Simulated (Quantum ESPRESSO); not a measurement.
# Optical response of SrCl2, part 3 of 3

Aim: the dielectric function of SrCl2, and the optical constants that follow from it.

Quantum ESPRESSO 7.5; DFT, PBE, plane waves with norm-conserving potentials (PseudoDojo), scalar-relativistic, independent-particle optical response without local fields and without the non-local commutator.

So far. Step 2 (Ground state): There is a gap, 5.34 eV on this mesh (points off the mesh can give less), so no carriers' term is needed.

## (5) Dielectric function

The spectrum is a sum over vertical transitions between filled and empty bands at the fixed density, so many empty bands are needed.

This step: DFT, PBE, plane waves with norm-conserving potentials (PseudoDojo), scalar-relativistic, independent-particle optical response without local fields and without the non-local commutator (Quantum ESPRESSO 7.5).

epsilon.in

```
&inputpp
  prefix = 'x'
  outdir = './tmp'
  calculation = 'eps'
/
&energy_grid
  smeartype = 'gauss'
  intersmear = 0.3
  wmin = 0.0
  wmax = 22
  nw = 500
/
```

Started as:

```sh
mpirun -n 4 epsilon.x -nk 4 -in epsilon.in
```

Output:

```text
[banner, memory and clock lines left out]

     Broadcasting variables...

     IMPORTANT: XC functional enforced from input :
     Exchange-correlation= PBE
                           (   1   4   3   4   0   0   0)
     Any further DFT definition will be discarded

     G-vector sticks info

     Fermi energy [eV] is:  3.14448
     The system is a dielectric...
     metallic system: redefining wmin =     0.000000

     Performing eps calculation...

     xx,yy,zz plasmon frequences [eV] are:    17.212300013   17.212300083   17.212300073
```

Run time: 2 s. Hardware: 4 MPI ranks of Arm Neoverse V2, shared host; peak memory 0.05 GiB.

This step gave:

| Property | Result |
| --- | --- |
| electronic dielectric constant ε∞, mean over x, y and z (by symmetry where fewer were run) | 3.638 |
| main peak of Im epsilon, first axis | 7.615 eV |
| centre of weight of the strongest loss peak in the window | 17.93 eV |

Some rows of epsi_x.dat:

```text
# energy grid [eV]     epsi_x  epsi_y  epsi_z
#
    0.176352705    0.001603316    0.001603316    0.001603316
    1.234468938    0.011744028    0.011744028    0.011744028
    2.292585170    0.024598849    0.024598850    0.024598850
    3.350701403    0.044697457    0.044697458    0.044697458
    4.408817635    0.085629396    0.085629398    0.085629398
    5.466933868    0.248076314    0.248076317    0.248076316
    6.525050100    2.050952929    2.050952932    2.050952932
    7.583166333    8.404391508    8.404391511    8.404391511
    8.641282565    4.492840845    4.492840850    4.492840849
    9.699398798    4.634604739    4.634604745    4.634604744
   10.757515030    2.236808754    2.236808760    2.236808759
   11.815631263    3.055442944    3.055442951    3.055442950
   12.873747495    3.185338764    3.185338772    3.185338771
   13.931863727    2.707422201    2.707422212    2.707422210
   14.989979960    2.411019053    2.411019065    2.411019064
   16.048096192    1.382758653    1.382758667    1.382758665
   17.106212425    1.036344379    1.036344396    1.036344394
   18.164328657    0.727880585    0.727880605    0.727880602
   19.222444890    0.615184828    0.615184852    0.615184848
   20.280561122    0.682785390    0.682785419    0.682785414
   21.338677355    2.012441923    2.012441960    2.012441953
```

Values under the direct gap are tails of Lorentzian lines. Table of Im ε, any direction by photon energy; read off at these points:

```tsv
photon energy (eV)	Im ε, any direction
0.00	0
0.50	0.00458
1.00	0.00936
1.50	0.0146
2.00	0.0206
2.50	0.0278
3.00	0.0367
3.50	0.0487
4.00	0.0655
4.50	0.0914
5.00	0.138
5.50	0.265
6.00	0.889
6.50	1.97
7.00	3.57
7.50	7.75
7.63	8.45
8.00	6.93
8.50	5.20
9.00	3.56
9.50	4.79
10.00	3.41
10.50	2.26
11.00	2.43
11.50	2.76
11.68	3.21
12.00	2.84
12.50	2.90
13.00	3.04
13.50	2.14
13.93	2.71
14.00	2.62
14.50	2.55
15.00	2.41
15.50	1.88
16.00	1.46
16.50	1.10
17.00	1.01
17.50	1.01
18.00	0.818
18.50	0.658
19.00	0.687
19.50	0.688
20.00	0.668
20.50	0.691
21.00	1.42
21.50	1.87
22.00	2.16
```

Table of Re ε, any direction by photon energy:

photon energy (eV), Re ε, any direction and a bar from the least value:
```
      0.0       3.64 ###############
      0.5       3.65 ###############
      1.0       3.67 ###############
      1.5       3.71 ###############
      2.0       3.77 ###############
      2.5       3.85 ###############
      3.0       3.95 ################
      3.5       4.09 ################
      4.0       4.28 #################
      4.5       4.54 ##################
      5.0       4.91 ###################
      5.5       5.50 #####################
      6.0       6.49 ########################
      6.5       7.14 ###########################
      7.0       8.08 ##############################
      7.5       6.48 ########################
      8.0       2.07 #########
      8.5       0.60 ####
      9.0       1.43 #######
      9.5       1.24 ######
     10.0      -0.24 #
     10.5       0.50 ####
     11.0       1.16 ######
     11.5       1.47 #######
     12.0       0.96 #####
     12.5       0.59 ####
     13.0       0.18 ###
     13.5       0.12 ##
     14.0       0.25 ###
     14.5       0.35 ###
     15.0      -0.21 #
     15.5      -0.20 #
     16.0      -0.57 
     16.5      -0.30 #
     17.0       0.04 ##
     17.5       0.13 ##
     18.0       0.11 ##
     18.5       0.35 ###
     19.0       0.46 ####
     19.5       0.70 ####
     20.0       0.79 #####
     20.5       1.24 ######
     21.0       1.58 #######
     21.5       0.82 #####
     22.0       0.61 ####
```

Refractive index n and extinction k against photon energy:

```tsv
photon energy (eV)	n	k
0	1.91	0
1	1.92	0.00244
2	1.94	0.00530
3	1.99	0.00924
4	2.07	0.0158
5	2.22	0.0311
6	2.55	0.174
7	2.91	0.614
8	2.16	1.61
9	1.62	1.10
10	1.26	1.35
11	1.39	0.874
12	1.41	1.01
13	1.27	1.20
14	1.20	1.09
15	1.05	1.15
16	0.705	1.03
17	0.724	0.697
18	0.683	0.599
19	0.800	0.429
20	0.954	0.350
21	1.36	0.522
22	1.19	0.903
```

Reflectivity at normal incidence, any direction against photon energy; read off at these points:

photon energy (eV), reflectivity at normal incidence, any direction (%) and a bar:
```
     0.00        9.7 #######
     0.50        9.8 #######
     1.00        9.9 #######
     1.50       10.0 #######
     2.00       10.2 ########
     2.50       10.5 ########
     3.00       10.9 ########
     3.50       11.5 #########
     4.00       12.1 ##########
     4.50       13.0 ##########
     5.00       14.3 ############
     5.50       16.2 #############
     6.00       19.3 ################
     6.50       21.8 ###################
     7.00       25.7 #######################
     7.50       31.7 #############################
     7.63       33.1 ##############################
     8.00       31.2 ############################
     8.50       29.2 ##########################
     9.00       19.7 #################
     9.50       25.7 #######################
     9.88       28.6 ##########################
    10.00       27.4 ########################
    10.50       16.5 ##############
    11.00       14.1 ###########
    11.50       15.3 #############
    12.00       17.4 ###############
    12.50       19.6 #################
    13.00       22.9 ####################
    13.50       19.3 #################
    14.00       20.4 ##################
    14.50       19.3 #################
    15.00       23.9 #####################
    15.17       26.8 ########################
    15.50       22.3 ###################
    16.00       29.1 ##########################
    16.50       24.5 ######################
    17.00       16.2 ##############
    17.50       14.2 ############
    18.00       14.4 ############
    18.50        8.2 ######
    19.00        6.6 ####
    19.50        3.9 #
    20.00        3.2 #
    20.50        2.4 
    21.00        6.9 ####
    21.50       11.9 #########
    22.00       15.2 ############
```

Values under the direct gap are tails of Lorentzian lines. Loss function −Im 1/ε at q → 0, any direction against energy loss; read off at these points:

```tsv
energy loss (eV)	loss function −Im 1/ε at q → 0, any direction
0.0	0
1.0	7.0e-4
2.0	0.00145
3.0	0.00235
4.0	0.00357
5.0	0.00571
6.0	0.0207
7.0	0.0457
8.0	0.133
9.0	0.242
10.0	0.292
10.5	0.422
11.0	0.335
12.0	0.316
13.0	0.328
13.6	0.483
14.0	0.378
15.0	0.412
16.0	0.594
17.0	0.988
18.0	1.20
18.2	1.28
19.0	1.01
20.0	0.627
21.0	0.315
21.6	0.464
22.0	0.429
```

From ε follow the optical constants at some laser and lamp lines:

```tsv
wavelength (nm)	n	k	R (%)	1/α
800	1.93	0.004	10.0	16 µm
633	1.94	0.005	10.2	9.7 µm
532	1.95	0.006	10.4	6.6 µm
450	1.97	0.008	10.7	4.4 µm
405	1.99	0.010	11.0	3.4 µm
308	2.07	0.016	12.2	1.5 µm
193	2.68	0.322	21.4	48 nm
```

Below the direct gap, k and the depth come from the tails of the Lorentzian lines, not from transitions.

Rows near the edge hang on the gap, which this functional as a rule makes too small, and phonon-assisted absorption is left out.

## (6) Outcome

```
electronic dielectric constant ε∞, mean over x, y and z (by symmetry where fewer were run) (independent particles) : 3.64
main peak of Im epsilon, first axis                                                                                : 7.62 eV
centre of weight of the strongest loss peak in the window, first axis                                              : 17.9 eV
```

In words: At this level (PBE, independent particles) SrCl2 has ε∞ = 3.64 and n = 1.91 at 1550 nm, and Im ε peaks at 7.6 eV. Distinct maxima of Im ε, read by a parabola through the highest points, lie at 7.62 eV (8.5), 9.54 eV (4.8), 11.69 eV (3.2) and 12.90 eV (3.2). Excitons and phonon-assisted transitions are missing, and so are local fields; PBE gaps are as a rule too small, which pulls the onset down and ε∞ up. epsilon.x leaves out the commutator of the non-local potential, so its intensities are off, as a rule too high. The sum runs over mesh points, so small or evenly spaced maxima can still be ripples of the mesh.

[Machine, clock, banner and «Message from routine» lines are left out of the logs.]

[Logs are printed without paths, hosts, clocks, repeated set-up lines and the standing remarks that a program may print on its own settings, such as how far it seeks lower states.]

[Hosts, paths, dates, database ids (printed as entryN), source tags and the programs' standing remarks are cut or masked in the printed files.]
